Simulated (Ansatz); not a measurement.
# One crystal, many levels of theory: LaBiS2O (P4/nmm)

Aim: the gap of LaBiS2O (P4/nmm) at several levels of theory on one structure, with the time that each takes.

Method: density functionals, hybrids and G0W0, plane waves, PAW, in Ansatz 0.2.0.

This is a report of a sequence of runs, with most program output left out.

In doubt: masses and optical values from hybrid runs of this build are listed as unsure (step 7), which bears on the screening that GW takes from such a start.

## Step 1: Set-up

The structure is tetragonal, space group P4/nmm (No. 129). Conventional cell: a = 4.055 Å, b = 4.055 Å, c = 14.173 Å, α = 90.00°, β = 90.00°, γ = 90.00°. La has 4 O at 2.38 Å and 4 S at 3.21 Å nearest. Nearest to Bi lie 5 S at 2.52 to 2.88 Å. S has 4 Bi at 2.88 Å nearest. Nearest to S lie 1 Bi at 2.52 Å and 4 La at 3.21 Å. Nearest to O lie 4 La at 2.38 Å. Farther neighbours and most contacts between anions are not listed.

The cell and positions are those that the Materials Project relaxed with its own functionals (PBE, PBE+U or r2SCAN), kept fixed. Spin-orbit coupling is left out unless a step names it. The default PAW set here is soft_2. Its files were made with PBE.

## Step 2: LDA on the 6×6×2 mesh

Levels along a band path and on the mesh show where this functional puts the band edges.

This step: DFT, LDA, plane waves, PAW.

Contents of input.yaml:

```yaml
crystal:
  lattice:
    - [4.055497, 0.0, 0.0]
    - [0.0, 4.055497, 0.0]
    - [0.0, 0.0, 14.173265]
  atoms:
    - { symbol: La, position: [0.5, 0.0, 0.587742] }
    - { symbol: La, position: [0.0, 0.5, 0.412258] }
    - { symbol: Bi, position: [0.0, 0.5, 0.867775] }
    - { symbol: Bi, position: [0.5, 0.0, 0.132225] }
    - { symbol: S, position: [0.5, 0.0, 0.89002] }
    - { symbol: S, position: [0.0, 0.5, 0.10998] }
    - { symbol: S, position: [0.0, 0.5, 0.690201] }
    - { symbol: S, position: [0.5, 0.0, 0.309799] }
    - { symbol: O, position: [0.0, 0.0, 0.5] }
    - { symbol: O, position: [0.5, 0.5, 0.5] }
kpoints:
  mp_grid: { grid: [6, 6, 2] }
  band_path:
    path:
      - [[0.0, 0.0, 0.0], [0.0, 0.5, 0.0], [0.5, 0.5, 0.0], [0.0, 0.0, 0.0], [0.0, 0.0, 0.5], [0.0, 0.5, 0.5], [0.5, 0.5, 0.5], [0.0, 0.0, 0.5]]
      - [[0.0, 0.5, 0.0], [0.0, 0.5, 0.5]]
      - [[0.5, 0.5, 0.0], [0.5, 0.5, 0.5]]
    npoints: 10
hamiltonian:
  xc: lda
scf:
  occupations: { method: fermi_dirac, width: 0.02 }
  n_extra_bands: 7
output:
  eigenvalues: true
```

The run is started by

```console
> ansatz run input.yaml --threads 16 --pin off --max-ram 82944MiB --backend cuda --events-out ev --progress --plain --runs-dir out --devices 1 --max-vram 78GiB
```

Elapsed: 1.5 s, on 1 × NVIDIA GB200 (shared by 2 runs) with 16 threads of Arm Neoverse V2, shared host; peak memory 1.1 GiB.

This step gave:

```yaml
filled_bands: 44
gap: 0.8266 eV
valence_top_at: Γ
conduction_bottom_at: X
least_direct_gap: 0.8286 eV
```

Over mesh and path the gap is 0.827 eV, from k = Γ to k = (0.000, 0.500, 0.000). The least direct gap found is 0.829 eV, at k = (0.000, 0.500, 0.000).

## Step 3: LDA+SOC on the 6×6×2 mesh

This run has two-component orbitals with spin-orbit coupling.

This step: DFT, LDA with spin-orbit coupling, plane waves, PAW.

input.yaml, the sections that differ from step 2:

```yaml
kpoints:
  mp_grid: { grid: [6, 6, 2] }
  band_path:
    path:
      - [0.0, 0.0, 0.0]
      - [0.0, 0.5, 0.0]
      - [0.5, 0.5, 0.0]
      - [0.0, 0.0, 0.5]
      - [0.0, 0.5, 0.5]
      - [0.5, 0.5, 0.5]
    npoints: 1
scf:
  occupations: { method: fermi_dirac, width: 0.02 }
  n_extra_bands: 14
magnetization:
  noncollinear: true
  spin_orbit: true
# crystal, hamiltonian, output: as in step 2
```

Wall time 1.9 s (1 × NVIDIA GB200 (shared by 2 runs) with 16 threads); peak memory 1.4 GiB.

This step gave:

| Quantity | Value |
| --- | --- |
| gap | 0.4799 eV |
| valence top at | X |
| conduction bottom at | X |
| least direct gap | 0.4799 eV |

Over mesh and listed points the gap is 0.480 eV, direct, at k = (0.000, 0.500, 0.000). LDA+SOC against LDA: 0.480 − 0.827 = −0.347 eV. Mesh, set of files and cutoff are the same, but the valence top lies at another k point, so this need not be the shift of one pair of states. The spin-orbit run sees mesh and listed points alone, so its gap is an upper bound: the coupling can move an edge off these points, and the change over the zone, its sign included where it is small, is not known.

## Step 4: HSE06 on the 4×4×2 mesh

HSE06 mixes in a quarter of exact exchange at short range.

This step: DFT, HSE06, plane waves, PAW.

input.yaml, as its differences from that of step 3:

```diff
@@ -17,3 +17,3 @@
 kpoints:
-  mp_grid: { grid: [6, 6, 2] }
+  mp_grid: { grid: [4, 4, 2] }
   band_path:
@@ -28,9 +28,6 @@
 hamiltonian:
-  xc: lda
+  xc: hse06
 scf:
-  occupations: { method: fermi_dirac, width: 0.02 }
-  n_extra_bands: 14
-magnetization:
-  noncollinear: true
-  spin_orbit: true
+  occupations: { method: fixed }
+  n_extra_bands: 7
 output:
```

Elapsed: 11 s, on 1 × NVIDIA GB200 (shared by 2 runs) with 16 threads; peak memory 2 GiB; 61 s of CPU time.

This step gave:

```
gap                     : 1.351 eV
valence top at          : X
conduction bottom at    : X
least direct gap        : 1.351 eV
exact-exchange fraction : 0.25
```

Over mesh and listed points the gap is 1.351 eV, direct, at k = (0.000, 0.500, 0.000). HSE06 against LDA: 1.351 − 0.827 = +0.524 eV. The runs also differ in mesh (6×6×2 and 4×4×2), and the valence top lies at another k point, so how much of this comes from the functional alone is not known.

## Step 5: HSE06+SOC on the 4×4×2 mesh

This step: DFT, HSE06 with spin-orbit coupling, plane waves, PAW.

input.yaml, as its differences from that of step 4:

```diff
@@ -30,4 +30,7 @@
 scf:
-  occupations: { method: fixed }
-  n_extra_bands: 7
+  occupations: { method: fermi_dirac, width: 0.02 }
+  n_extra_bands: 14
+magnetization:
+  noncollinear: true
+  spin_orbit: true
 output:
```

It took 41 s on 1 × NVIDIA GB200 (shared by 2 runs) with 16 threads; peak memory 3.8 GiB; 5.8 min of CPU time.

This step gave:

```
gap                     : 0.8688 eV
valence top at          : X
conduction bottom at    : X
least direct gap        : 0.8688 eV
exact-exchange fraction : 0.25
```

Over mesh and listed points the gap is 0.869 eV, direct, at k = (0.000, 0.500, 0.000). HSE06+SOC against HSE06: 0.869 − 1.351 = −0.482 eV, with the same mesh, set of files (read in its fully relativistic form for the spin-orbit run) and cutoff, and both edges at the same k points. The spin-orbit run sees mesh and listed points alone, so its gap is an upper bound: the coupling can move an edge off these points, and the change over the zone, its sign included where it is small, is not known.

## Step 6: G0W0@LDA, 6×6×2 mesh, 1497 empty bands, screening to 200 eV, hard PAW files

G0W0 replaces the xc potential by a self-energy built once from the orbitals of the start. Levels are corrected in the window of bands that the input names, at points of the mesh.

This step: G0W0 on LDA, plane waves, PAW.

input.yaml, as its differences from that of step 5:

```diff
@@ -17,21 +17,13 @@
 kpoints:
-  mp_grid: { grid: [4, 4, 2] }
-  band_path:
-    path:
-      - [0.0, 0.0, 0.0]
-      - [0.0, 0.5, 0.0]
-      - [0.5, 0.5, 0.0]
-      - [0.0, 0.0, 0.5]
-      - [0.0, 0.5, 0.5]
-      - [0.5, 0.5, 0.5]
-    npoints: 1
+  mp_grid: { grid: [6, 6, 2] }
 hamiltonian:
-  xc: hse06
+  xc: lda
+  pseudopotentials: { kind: paw, source: ansatz }
 scf:
-  occupations: { method: fermi_dirac, width: 0.02 }
-  n_extra_bands: 14
-magnetization:
-  noncollinear: true
-  spin_orbit: true
-output:
-  eigenvalues: true
+  occupations: { method: fixed }
+gw:
+  n_empty_bands: 1497
+  ecut_chi: 200.0
+  qp_bands: [v3, c3]
+  qp_kpoints: band_edges
+  screening: { model: contour_deformation }
```

The job ended after 4.4 min (1 × NVIDIA GB200 (shared by 2 runs) with 16 threads; peak memory 18 GiB; 11 min of CPU time).

Numbers from this step:

* bands summed: 1549
* RPA ε∞ on this mesh (eigenvalues): 7.379, 19.44, 19.44
* plane waves in the screening matrix: 1517
* G0W0 gap over the corrected points: 1.242 eV
* k of the valence top: 0, -0.5, 0
* k of the conduction bottom: 0, -0.5, 0
* starting gap on the mesh: 0.8295 eV
* Z at the valence top: 0.7321
* Z at the conduction bottom: 0.7559
* least direct G0W0 gap over the corrected points: 1.242 eV

Over 15 of 20 irreducible mesh points the G0W0 gap is 1.242 eV, direct, at k = (0.000, -0.500, 0.000). The LDA gap of this run on the mesh is 0.829 eV. Other states bound it: the two that bound the G0W0 gap lie 0.835 eV apart in LDA, so state for state the correction is 1.242 − 0.835 = +0.407 eV, while gap against gap it is 1.242 − 0.829 = +0.413 eV. The program marks 1 of the 90 corrected levels as in doubt (energies apart), neither edge state among them.

## Step 7: G0W0@HSE06, 6×6×2 mesh, 1497 empty bands, screening to 200 eV, hard PAW files

This step: G0W0 on HSE06, plane waves, PAW.

input.yaml, as its differences from that of step 6:

```diff
@@ -19,3 +19,3 @@
 hamiltonian:
-  xc: lda
+  xc: hse06
   pseudopotentials: { kind: paw, source: ansatz }
```

Wall time 14 min (1 × NVIDIA GB200 (shared by 2 runs) with 16 threads); peak memory 20 GiB; 27 min of CPU time.

This step gave:

| Quantity | Value |
| --- | --- |
| bands summed | 1549 |
| RPA ε∞ on this mesh (eigenvalues) | 5.372, 11.60, 11.60 |
| plane waves in the screening matrix | 1517 |
| G0W0 gap over the corrected points | 1.476 eV |
| k of the valence top | 0, -0.5, 0 |
| k of the conduction bottom | 0, -0.5, 0 |
| starting gap on the mesh | 1.346 eV |
| Z at the valence top | 0.7677 |
| Z at the conduction bottom | 0.7889 |
| least direct G0W0 gap over the corrected points | 1.476 eV |

Over 12 of 20 irreducible mesh points the G0W0 gap is 1.476 eV, direct, at k = (0.000, -0.500, 0.000). The HSE06 gap of this run on the mesh is 1.346 eV. The two states that bound the G0W0 gap lie that far apart at the start, so the correction of the gap is 1.476 − 1.346 = +0.130 eV. G0W0@HSE06 against G0W0@LDA with 1549 bands: 1.476 − 1.242 = +0.234 eV, with the same mesh, files and cutoffs, and both edges at the same k points. The program's warnings for this run: metallic iterate.

## Step 8: G0W0@r2SCAN, 6×6×2 mesh, 1497 empty bands, screening to 200 eV, hard PAW files

This step: G0W0 on r2SCAN, plane waves, PAW.

input.yaml, as its differences from that of step 7:

```diff
@@ -19,3 +19,3 @@
 hamiltonian:
-  xc: hse06
+  xc: r2scan
   pseudopotentials: { kind: paw, source: ansatz }
```

Wall time 3.5 min (1 × NVIDIA GB200 (shared by 2 runs) with 16 threads); peak memory 21 GiB.

This step gave:

| Item | Value |
| --- | --- |
| bands summed | 1549 |
| RPA ε∞ on this mesh (eigenvalues) | 6.089, 13.92, 13.92 |
| plane waves in the screening matrix | 1517 |
| G0W0 gap over the corrected points | 1.381 eV |
| k of the valence top | 0, -0.5, 0 |
| k of the conduction bottom | 0, -0.5, 0 |
| starting gap on the mesh | 1.143 eV |
| Z at the valence top | 0.7507 |
| Z at the conduction bottom | 0.7737 |
| least direct G0W0 gap over the corrected points | 1.381 eV |

Over 14 of 20 irreducible mesh points the G0W0 gap is 1.381 eV, direct, at k = (0.000, -0.500, 0.000). The r2SCAN gap of this run on the mesh is 1.143 eV. The two states that bound the G0W0 gap lie that far apart at the start, so the correction of the gap is 1.381 − 1.143 = +0.238 eV. G0W0@r2SCAN against G0W0@HSE06 with 1549 bands: 1.381 − 1.476 = −0.095 eV. The runs also differ in plane-wave cutoff (930 eV and 1050 eV), so how much of this comes from the start alone is not known. The program marks 1 of the 84 corrected levels as in doubt (Σc rises), neither edge state among them.

## Step 9: All levels together

Each gap is the least one over the points named; times are wall times on shared hosts, not benchmarks. A G0W0 time includes the run's own self-consistent start. Runs with listed points see these and the mesh alone, so an edge that moves elsewhere is missed. Rows marked * are further runs, not shown as steps, whose inputs differ from the G0W0 step on the same start in the columns given; solver thresholds can differ too. Symmetry makes (0.000, 0.500, 0.000) and (0.000, -0.500, 0.000) one point.

```tsv
level	mesh	files, cutoff	bands summed, screening	points	gap (eV)	valence top	conduction bottom	least direct gap (eV)	time
LDA	6×6×2	soft_2 PAW, 420 eV	-	mesh and path	0.827	Γ	(0.000, 0.500, 0.000)	0.829	1.5 s
LDA+SOC	6×6×2	soft_2 PAW, 420 eV	-	mesh and listed points	0.480	(0.000, 0.500, 0.000)	(0.000, 0.500, 0.000)	0.480	1.9 s
HSE06	4×4×2	soft_2 PAW, 420 eV	-	mesh and listed points	1.351	(0.000, 0.500, 0.000)	(0.000, 0.500, 0.000)	1.351	11 s
HSE06+SOC	4×4×2	soft_2 PAW, 420 eV	-	mesh and listed points	0.869	(0.000, 0.500, 0.000)	(0.000, 0.500, 0.000)	0.869	41 s
G0W0@LDA*	6×6×2	hard PAW, 930 eV	747, 120 eV	15 of 20 irreducible mesh points	1.192	(0.000, -0.500, 0.000)	(0.000, -0.500, 0.000)	1.192	79 s
G0W0@LDA	6×6×2	hard PAW, 930 eV	1549, 200 eV	15 of 20 irreducible mesh points	1.242	(0.000, -0.500, 0.000)	(0.000, -0.500, 0.000)	1.242	4.4 min
G0W0@HSE06	6×6×2	hard PAW, 930 eV	1549, 200 eV	12 of 20 irreducible mesh points	1.476	(0.000, -0.500, 0.000)	(0.000, -0.500, 0.000)	1.476	14 min
G0W0@r2SCAN	6×6×2	hard PAW, 1050 eV	1549, 200 eV	14 of 20 irreducible mesh points	1.381	(0.000, -0.500, 0.000)	(0.000, -0.500, 0.000)	1.381	3.5 min
```

## Step 10: What came out

- LDA, over mesh and path: 0.827 eV
- LDA+SOC, over mesh and listed points: 0.480 eV
- HSE06, over mesh and listed points: 1.351 eV
- HSE06+SOC, over mesh and listed points: 0.869 eV
- G0W0@LDA (1549 bands, 6×6×2), over 15 of 20 irreducible mesh points: 1.242 eV
- G0W0@HSE06, over 12 of 20 irreducible mesh points: 1.476 eV
- G0W0@r2SCAN, over 14 of 20 irreducible mesh points: 1.381 eV
- known limits: finite bands, screening cutoff and k mesh; no spin-orbit coupling in G0W0

The rows run from 0.480 eV (LDA+SOC) to 1.476 eV (G0W0@HSE06). They differ in mesh, files, plane-wave cutoff, bands and screening cutoff of G0W0 and the points over which the gap was sought as well as in level, so only pairs that share these are like for like. HSE06+SOC against HSE06: 0.869 − 1.351 = −0.482 eV, with the same mesh, set of files (read in its fully relativistic form for the spin-orbit run) and cutoff, and both edges at the same k points. The spin-orbit run sees mesh and listed points alone, so its gap is an upper bound: the coupling can move an edge off these points, and the change over the zone, its sign included where it is small, is not known. G0W0@HSE06 against G0W0@LDA with 1549 bands: 1.476 − 1.242 = +0.234 eV, with the same mesh, files and cutoffs, and both edges at the same k points. G0W0@LDA (1549 bands, 6×6×2) moves the gap of its own start on the mesh by 1.242 − 0.829 = +0.413 eV, with other states at the edges (they lie 0.835 eV apart at the start). Both edges that LDA shows over mesh and path lie at k points where levels were corrected. G0W0 has the valence top at another k point than that. Levels at other points were not corrected, so a lower G0W0 gap elsewhere in the zone is not ruled out. G0W0@HSE06 moves the gap of its own start on the mesh by 1.476 − 1.346 = +0.130 eV, between the same two levels. Both edges that HSE06 shows over mesh and listed points lie at k points where levels were corrected. Levels at other points were not corrected, so a lower G0W0 gap elsewhere in the zone is not ruled out. G0W0@r2SCAN moves the gap of its own start on the mesh by 1.381 − 1.143 = +0.238 eV, between the same two levels. No r2SCAN run over points off the mesh is shown, so for G0W0@r2SCAN the gap over the whole zone is not known. What spin-orbit coupling does to the G0W0 levels was not computed, so no sum with the G0W0 gap is formed. For G0W0@LDA: from 747 bands and 120 eV to 1549 bands and 200 eV the gap moves by 1.242 − 1.192 = +0.050 eV; bands and screening cutoff rise together, so their parts are not told apart. Two runs can't test a law of convergence, so the limit is not known. The other G0W0 rows are shown at one basis each (1549 bands), so their distance from the limit is not known here. For G0W0@LDA (1549 bands, 6×6×2): the program marks 1 of the 90 corrected levels as in doubt (energies apart), neither edge state among them. For G0W0@HSE06: the program's warnings for this run: metallic iterate. For G0W0@r2SCAN: the program marks 1 of the 84 corrected levels as in doubt (Σc rises), neither edge state among them. The G0W0 runs are scalar-relativistic. The cell holds La; where the f levels lie against the gap was not analysed here. No pair of G0W0 runs that differ in the mesh alone is shown (6×6×2 is a supercell whose nearest images lie 24 Å apart), so the error from the mesh is not known here. G0W0 is shown with one set of atomic data (hard PAW), so the error from the files is not known here. Failed or unusable runs of this series, left out of the table: G0W0@LDA (6×6×2 mesh, all-electron files, 1497 empty bands) was refused by the program for memory; G0W0@PBE0 (6×6×2 mesh, hard PAW files, 930 eV, 1497 empty bands) reached its time limit after 10 min.

[Paths, hosts, dates, memory and timing lines, banners, echoed tables and standing remarks are left out of the program output.]

[Logs are printed without paths, hosts, clocks, repeated set-up lines and the standing remarks that a program may print on its own settings, such as how far it seeks lower states.]

[Runs of the session that timed out or met a known fault of the program may be left out.]

[Cells called generated may have been cut or substituted from an entry of the Crystallography Open Database or the Materials Project.]

[Hosts, paths, dates, database ids (printed as entryN), source tags and the programs' standing remarks are cut or masked in the printed files.]

[Where an RPA ε∞ is given, it is that of the G0W0 mesh and is not shown converged in it. Names of k-points follow the symmetry that the program found, which can be lower than the space group named. Band edges on a path are those of the sampled points; other points can move an edge, and change direct to indirect where valleys lie close.]

[Hybrid gaps are those of their k-mesh and are not shown converged in it.]
